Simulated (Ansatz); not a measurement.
# In6WO12 (R-3): the host for defect calculations, part 3 of 4

Before any defect goes in: In6WO12 (R-3) at rest, and how it screens a charge.

Ansatz 0.2.0; plane-wave PAW DFT, PBEsol; relaxation of the host's cell and atoms (the session's first sound run).

So far. Step 3 (Dielectric tensors of the host): The principal values of the electronic dielectric tensor are 5.24, 5.58 and 5.58. The principal values of the static dielectric tensor are 19.21, 50.41 and 50.41.

### Step 6. Defect free supercell relaxed from its symmetric sites

This cell, the one that will hold the defects, is built from the relaxed host. Its coarser k-points can move the atoms a little, so it is relaxed from the symmetric sites, as the reference for the test of stability.

This step: plane-wave PAW DFT, PBEsol; relaxation of the defect-free supercell from its symmetric sites (Ansatz 0.2.0).

pristine.symmetric/input.yaml

```yaml
crystal:
  lattice:
    - [9.519876515, 0.0, 0.0]
    - [-4.7599382575, 8.2444549029, 4.6e-08]
    - [0.0, -4.99e-08, 8.9494161692]
  atoms:
    - { symbol: In, position: [0.1170731738, 0.4170090831, 0.0224646665] }
    - { symbol: In, position: [0.4504065071, 0.0836757498, 0.6891313332] }
    - { symbol: In, position: [0.7837398405, 0.7503424164, 0.3557979998] }
    - { symbol: In, position: [0.2999359093, 0.8829268262, 0.0224646665] }
    - { symbol: In, position: [0.6332692426, 0.5495934929, 0.6891313332] }
    - { symbol: In, position: [0.966602576, 0.2162601595, 0.3557979998] }
    - { symbol: In, position: [0.2496575836, 0.033397424, 0.3557979998] }
    - { symbol: In, position: [0.5829909169, 0.7000640907, 0.0224646665] }
    - { symbol: In, position: [0.9163242502, 0.3667307574, 0.6891313332] }
    - { symbol: In, position: [0.2162601595, 0.2496575836, 0.6442020002] }
    - { symbol: In, position: [0.5495934929, 0.9163242502, 0.3108686668] }
    - { symbol: In, position: [0.8829268262, 0.5829909169, 0.9775353335] }
    - { symbol: In, position: [0.033397424, 0.7837398405, 0.6442020002] }
    - { symbol: In, position: [0.3667307574, 0.4504065071, 0.3108686668] }
    - { symbol: In, position: [0.7000640907, 0.1170731738, 0.9775353335] }
    - { symbol: In, position: [0.0836757498, 0.6332692426, 0.3108686668] }
    - { symbol: In, position: [0.4170090831, 0.2999359093, 0.9775353335] }
    - { symbol: In, position: [0.7503424164, 0.966602576, 0.6442020002] }
    - { symbol: W, position: [0.0, 0.0, 0.0] }
    - { symbol: W, position: [0.3333333333, 0.6666666667, 0.6666666667] }
    - { symbol: W, position: [0.6666666667, 0.3333333333, 0.3333333333] }
    - { symbol: O, position: [0.1339617331, 0.4478814076, 0.2718562262] }
    - { symbol: O, position: [0.4672950664, 0.1145480743, 0.9385228929] }
    - { symbol: O, position: [0.8006283997, 0.781214741, 0.6051895596] }
    - { symbol: O, position: [0.3139196746, 0.8660382669, 0.2718562262] }
    - { symbol: O, position: [0.6472530079, 0.5327049336, 0.9385228929] }
    - { symbol: O, position: [0.9805863412, 0.1993716003, 0.6051895596] }
    - { symbol: O, position: [0.218785259, 0.0194136588, 0.6051895596] }
    - { symbol: O, position: [0.5521185924, 0.6860803254, 0.2718562262] }
    - { symbol: O, position: [0.8854519257, 0.3527469921, 0.9385228929] }
    - { symbol: O, position: [0.1993716003, 0.218785259, 0.3948104404] }
    - { symbol: O, position: [0.5327049336, 0.8854519257, 0.0614771071] }
    - { symbol: O, position: [0.8660382669, 0.5521185924, 0.7281437738] }
    - { symbol: O, position: [0.0194136588, 0.8006283997, 0.3948104404] }
    - { symbol: O, position: [0.3527469921, 0.4672950664, 0.0614771071] }
    - { symbol: O, position: [0.6860803254, 0.1339617331, 0.7281437738] }
    - { symbol: O, position: [0.1145480743, 0.6472530079, 0.0614771071] }
    - { symbol: O, position: [0.4478814076, 0.3139196746, 0.7281437738] }
    - { symbol: O, position: [0.781214741, 0.9805863412, 0.3948104404] }
    - { symbol: O, position: [0.1733152728, 0.4902681715, 0.7856285023] }
    - { symbol: O, position: [0.5066486061, 0.1569348382, 0.452295169] }
    - { symbol: O, position: [0.8399819394, 0.8236015049, 0.1189618357] }
    - { symbol: O, position: [0.1569348382, 0.6502862321, 0.547704831] }
    - { symbol: O, position: [0.4902681715, 0.3169528988, 0.2143714977] }
    - { symbol: O, position: [0.8236015049, 0.9836195654, 0.8810381643] }
    - { symbol: O, position: [0.0163804346, 0.8399819394, 0.8810381643] }
    - { symbol: O, position: [0.3497137679, 0.5066486061, 0.547704831] }
    - { symbol: O, position: [0.6830471012, 0.1733152728, 0.2143714977] }
    - { symbol: O, position: [0.1600180606, 0.1763984951, 0.8810381643] }
    - { symbol: O, position: [0.4933513939, 0.8430651618, 0.547704831] }
    - { symbol: O, position: [0.8266847272, 0.5097318285, 0.2143714977] }
    - { symbol: O, position: [0.1763984951, 0.0163804346, 0.1189618357] }
    - { symbol: O, position: [0.5097318285, 0.6830471012, 0.7856285023] }
    - { symbol: O, position: [0.8430651618, 0.3497137679, 0.452295169] }
    - { symbol: O, position: [0.3169528988, 0.8266847272, 0.7856285023] }
    - { symbol: O, position: [0.6502862321, 0.4933513939, 0.452295169] }
    - { symbol: O, position: [0.9836195654, 0.1600180606, 0.1189618357] }
basis:
  ecutwfc: 420
  xc_grid: 2
hamiltonian:
  xc: pbesol
kpoints:
  mp_grid: { grid: [1, 1, 1], shift: [0.25, 0.25, 0.25] }
scf:
  occupations: { method: fermi_dirac, width: 0.01 }
  max_iter: 80
output:
  forces: true
relax:
  f_tol: 0.01
  max_steps: 60
  escape_saddle: false
checkpoint:
  write: "../pristine.symmetric.run"
  compress: false
  write_wavefunctions: false
  write_every: 100000
```

Launch:

```
$ ansatz run input.yaml --threads 4 --pin off --max-ram 7536MiB --backend cpu --events-out ev --progress --plain --runs-dir out
```

Numbers of over 12 decimals in the logs are rounded to 6 here.

Output:

```text
[...]
Crystal: 57 atoms, lattice volume = 702.406 Å³
Basis set: ecut = 420 eV, 13709 PW (Γ), exchange–correlation on 128×128×120 points (8 copies of the dense FFT grid, shifted against one another)
Bands: 303, of which v1, the nominal top of the filled ones, is band 246 counted from 1 (245 counted from 0)
Symmetry: 6 space group operations
k-points: 1
[...]
SCF iter   1: F=—  HF=-150425.439820 eV  |F-HF|=—  |Δ(HF+E_count)|=         —  Δρ=1.68e-2  dr2=1.60e0  ethr=1.77e-3  ⟨swp⟩=6.0  Hψ=1233  notcnv=0
[...]
SCF iter   8: F=-150425.019857 eV  HF=-150425.019858 eV  |F-HF|=5.54e-7  |Δ(HF+E_count)|=   3.73e-6  Δρ=1.24e-5  dr2=9.30e-7  ethr=5.08e-10  ⟨swp⟩=4.0  Hψ=878  notcnv=0
SCF 1 converged in 8 iterations: F = -150425.019857 eV  dr2 = 9.30e-7
[...]
relax step   1: F+E_penalty+E_count = -150425.01985702 eV  Δ(F+E_penalty+E_count) = +0.000e0 eV  max|allowed force component| = 3.736e-2 eV/Å  Δτ_max = 0.0000 Å  (8 SCF iters, dr2 threshold 2.50e-6 eV, accepted)
[...]
relax step   2: F+E_penalty+E_count = -150425.02222352 eV  Δ(F+E_penalty+E_count) = -2.367e-3 eV  max|allowed force component| = 2.161e-2 eV/Å  Δτ_max = 0.0078 Å  (7 SCF iters, accepted)
relax step   3: F+E_penalty+E_count = -150425.02331730 eV  Δ(F+E_penalty+E_count) = -1.094e-3 eV  max|allowed force component| = 1.137e-2 eV/Å  Δτ_max = 0.0048 Å  (7 SCF iters, accepted)
SCF iter   1: F=—  HF=-150425.023349 eV  |F-HF|=—  |Δ(HF+E_count)|=         —  Δρ=2.88e-4  dr2=3.39e-4  ethr=7.38e-7  ⟨swp⟩=3.0  Hψ=604  notcnv=0  defer=47
[...]
SCF iter   6: F=-150425.023546 eV  HF=-150425.023546 eV  |F-HF|=2.04e-9  |Δ(HF+E_count)|=   1.72e-8  Δρ=2.85e-6  dr2=5.14e-8  ethr=2.03e-11  ⟨swp⟩=5.0  Hψ=908  notcnv=0
SCF 4 converged in 6 iterations: F = -150425.023546 eV  dr2 = 5.14e-8
relax step   4: F+E_penalty+E_count = -150425.02354559 eV  Δ(F+E_penalty+E_count) = -2.283e-4 eV  max|allowed force component| = 3.236e-3 eV/Å  Δτ_max = 0.0038 Å  (6 SCF iters, accepted)
SCF converged after 6 iterations
Free energy (F): -150425.023546 eV
[...]
Internal energy: -150425.023546 eV  (E = F + TS)
E sigma→0 (E₀):  -150425.023546 eV
Fermi energy:    10.512336 eV
[...]
--- Forces (eV/Å), atoms counted from 1 ---
  atom   1  In    -0.00259404     0.00041200    -0.00124604
  atom   2  In    -0.00259404     0.00041200    -0.00124604
  atom   3  In    -0.00259404     0.00041200    -0.00124604
  atom   4  In    -0.00215760    -0.00188397    -0.00000667
  atom   5  In    -0.00215760    -0.00188397    -0.00000667
  atom   6  In    -0.00215760    -0.00188397    -0.00000667
  atom   7  In     0.00212063    -0.00167265     0.00247027
  atom   8  In     0.00212063    -0.00167265     0.00247027
  atom   9  In     0.00212063    -0.00167265     0.00247027
  atom  10  In     0.00259404    -0.00041200     0.00124604
  atom  11  In     0.00259404    -0.00041200     0.00124604
  atom  12  In     0.00259404    -0.00041200     0.00124604
  atom  13  In     0.00215760     0.00188397     0.00000667
  atom  14  In     0.00215760     0.00188397     0.00000667
  atom  15  In     0.00215760     0.00188397     0.00000667
  atom  16  In    -0.00212063     0.00167265    -0.00247027
  atom  17  In    -0.00212063     0.00167265    -0.00247027
  atom  18  In    -0.00212063     0.00167265    -0.00247027
  atom  19  W      0.00000000     0.00000000     0.00000000
  atom  20  W      0.00000000     0.00000000     0.00000000
  atom  21  W      0.00000000     0.00000000     0.00000000
  atom  22  O     -0.00104937     0.00015735    -0.00064973
  atom  23  O     -0.00104937     0.00015735    -0.00064973
  atom  24  O     -0.00104937     0.00015735    -0.00064973
  atom  25  O      0.00323637     0.00120482     0.00086107
  atom  26  O      0.00323637     0.00120482     0.00086107
  atom  27  O      0.00323637     0.00120482     0.00086107
  atom  28  O      0.00212631     0.00029952     0.00130702
  atom  29  O      0.00212631     0.00029952     0.00130702
  atom  30  O      0.00212631     0.00029952     0.00130702
  atom  31  O      0.00104937    -0.00015735     0.00064973
  atom  32  O      0.00104937    -0.00015735     0.00064973
  atom  33  O      0.00104937    -0.00015735     0.00064973
  atom  34  O     -0.00323637    -0.00120482    -0.00086107
  atom  35  O     -0.00323637    -0.00120482    -0.00086107
  atom  36  O     -0.00323637    -0.00120482    -0.00086107
  atom  37  O     -0.00212631    -0.00029952    -0.00130702
  atom  38  O     -0.00212631    -0.00029952    -0.00130702
  atom  39  O     -0.00212631    -0.00029952    -0.00130702
  atom  40  O     -0.00077818    -0.00283535    -0.00033292
[...]
atom  46  O      0.00032639     0.00072257     0.00163896
  atom  47  O      0.00032639     0.00072257     0.00163896
  atom  48  O      0.00032639     0.00072257     0.00163896
  atom  49  O      0.00077818     0.00283535     0.00033292
  atom  50  O      0.00077818     0.00283535     0.00033292
  atom  51  O      0.00077818     0.00283535     0.00033292
  atom  52  O     -0.00090481     0.00146628    -0.00260255
  atom  53  O     -0.00090481     0.00146628    -0.00260255
  atom  54  O     -0.00090481     0.00146628    -0.00260255
  atom  55  O     -0.00032639    -0.00072257    -0.00163896
  atom  56  O     -0.00032639    -0.00072257    -0.00163896
  atom  57  O     -0.00032639    -0.00072257    -0.00163896
  max |Σ_I F_I| component: 3.25e-18 eV/Å
--- Relaxed structure (4 steps of the walk, 4 accepted, 0 SCFs on fresh bases) ---
  F+E_penalty+E_count = -150425.02354559 eV   max|allowed force component| = 3.236e-3 eV/Å
  atoms:
    - { symbol: In, position: [0.116906, 0.417188, 0.022598] }
    - { symbol: In, position: [0.450240, 0.083855, 0.689265] }
    - { symbol: In, position: [0.783573, 0.750522, 0.355932] }
    - { symbol: In, position: [0.300507, 0.882920, 0.022644] }
    - { symbol: In, position: [0.633840, 0.549587, 0.689311] }
    - { symbol: In, position: [0.967174, 0.216253, 0.355978] }
    - { symbol: In, position: [0.249532, 0.033030, 0.355998] }
    - { symbol: In, position: [0.582865, 0.699697, 0.022665] }
    - { symbol: In, position: [0.916198, 0.366364, 0.689332] }
    - { symbol: In, position: [0.216427, 0.249478, 0.644068] }
    - { symbol: In, position: [0.549760, 0.916145, 0.310735] }
    - { symbol: In, position: [0.883094, 0.582812, 0.977402] }
    - { symbol: In, position: [0.032826, 0.783747, 0.644022] }
    - { symbol: In, position: [0.366160, 0.450413, 0.310689] }
    - { symbol: In, position: [0.699493, 0.117080, 0.977356] }
    - { symbol: In, position: [0.083802, 0.633636, 0.310668] }
    - { symbol: In, position: [0.417135, 0.300303, 0.977335] }
    - { symbol: In, position: [0.750468, 0.966970, 0.644002] }
    - { symbol: W, position: [0, 0, 0] }
    - { symbol: W, position: [0.333333, 0.666667, 0.666667] }
    - { symbol: W, position: [0.666667, 0.333333, 0.333333] }
    - { symbol: O, position: [0.133779, 0.448108, 0.272286] }
    - { symbol: O, position: [0.467112, 0.114774, 0.938952] }
    - { symbol: O, position: [0.800445, 0.781441, 0.605619] }
    - { symbol: O, position: [0.314201, 0.866032, 0.272094] }
    - { symbol: O, position: [0.647534, 0.532698, 0.938761] }
    - { symbol: O, position: [0.980868, 0.199365, 0.605428] }
    - { symbol: O, position: [0.218438, 0.019344, 0.605863] }
    - { symbol: O, position: [0.551772, 0.686010, 0.272529] }
    - { symbol: O, position: [0.885105, 0.352677, 0.939196] }
    - { symbol: O, position: [0.199555, 0.218559, 0.394381] }
    - { symbol: O, position: [0.532888, 0.885226, 0.061048] }
    - { symbol: O, position: [0.866221, 0.551892, 0.727714] }
    - { symbol: O, position: [0.019132, 0.800635, 0.394572] }
    - { symbol: O, position: [0.352466, 0.467302, 0.061239] }
    - { symbol: O, position: [0.685799, 0.133968, 0.727906] }
    - { symbol: O, position: [0.114895, 0.647323, 0.060804] }
    - { symbol: O, position: [0.448228, 0.313990, 0.727471] }
    - { symbol: O, position: [0.781562, 0.980656, 0.394137] }
    - { symbol: O, position: [0.172444, 0.490669, 0.785715] }
    - { symbol: O, position: [0.505777, 0.157336, 0.452381] }
    - { symbol: O, position: [0.839110, 0.824002, 0.119048] }
    - { symbol: O, position: [0.157942, 0.652154, 0.547447] }
    - { symbol: O, position: [0.491275, 0.318820, 0.214114] }
    - { symbol: O, position: [0.824609, 0.985487, 0.880780] }
    - { symbol: O, position: [0.014997, 0.839446, 0.880859] }
    - { symbol: O, position: [0.348331, 0.506112, 0.547525] }
    - { symbol: O, position: [0.681664, 0.172779, 0.214192] }
    - { symbol: O, position: [0.160890, 0.175998, 0.880952] }
    - { symbol: O, position: [0.494223, 0.842664, 0.547619] }
    - { symbol: O, position: [0.827556, 0.509331, 0.214285] }
    - { symbol: O, position: [0.175391, 0.014513, 0.119220] }
    - { symbol: O, position: [0.508725, 0.681180, 0.785886] }
    - { symbol: O, position: [0.842058, 0.347846, 0.452553] }
    - { symbol: O, position: [0.318336, 0.827221, 0.785808] }
    - { symbol: O, position: [0.651669, 0.493888, 0.452475] }
    - { symbol: O, position: [0.985003, 0.160554, 0.119141] }
```

It took 21 s on 4 threads of Arm Neoverse V1, shared host; peak memory 1.4 GiB.

Step by step:

| step | energy less that of the first step (eV) | largest force component (eV/Å) |
| --- | --- | --- |
| 1 | 0.0000 | 0.0374 |
| 2 | -0.0024 | 0.0216 |
| 3 | -0.0035 | 0.0114 |
| 4 | -0.0037 | 0.0032 |

The run keeps the 6 symmetry operations that it works with, so distortions that break them were not tested.

The atoms that moved most (Å):

```
atom      dx      dy      dz  length
 O52  -0.001  -0.015   0.002   0.016
 O45   0.001   0.015  -0.002   0.016
 O54  -0.001  -0.015   0.002   0.016
 O43   0.001   0.015  -0.002   0.016
 O44   0.001   0.015  -0.002   0.016
 O53  -0.001  -0.015   0.002   0.016
 O57   0.011   0.004   0.002   0.012
 O46  -0.011  -0.004  -0.002   0.012
```

First to last step the energy falls by 0.004 eV; the largest move, 0.016 Å, is that of O52 and 5 other atoms alike.

(Part 3 of 4 ends here.)

[Logs are printed without paths, hosts, clocks, repeated set-up lines and the standing remarks that a program may print on its own settings, such as how far it seeks lower states.]

[Hosts, paths, dates, database ids (printed as entryN), source tags and the programs' standing remarks are cut or masked in the printed files.]

[Runs of the host that timed out are not shown.]

[For some hosts the program warned that the k-mesh of the response run may be too coarse for force constants and the static dielectric constant; such warnings are not always shown.]

[The program warned that the k-mesh of a response run behind this text may be too coarse: force constants, and the static dielectric constant and all else formed from them, are not shown converged.]
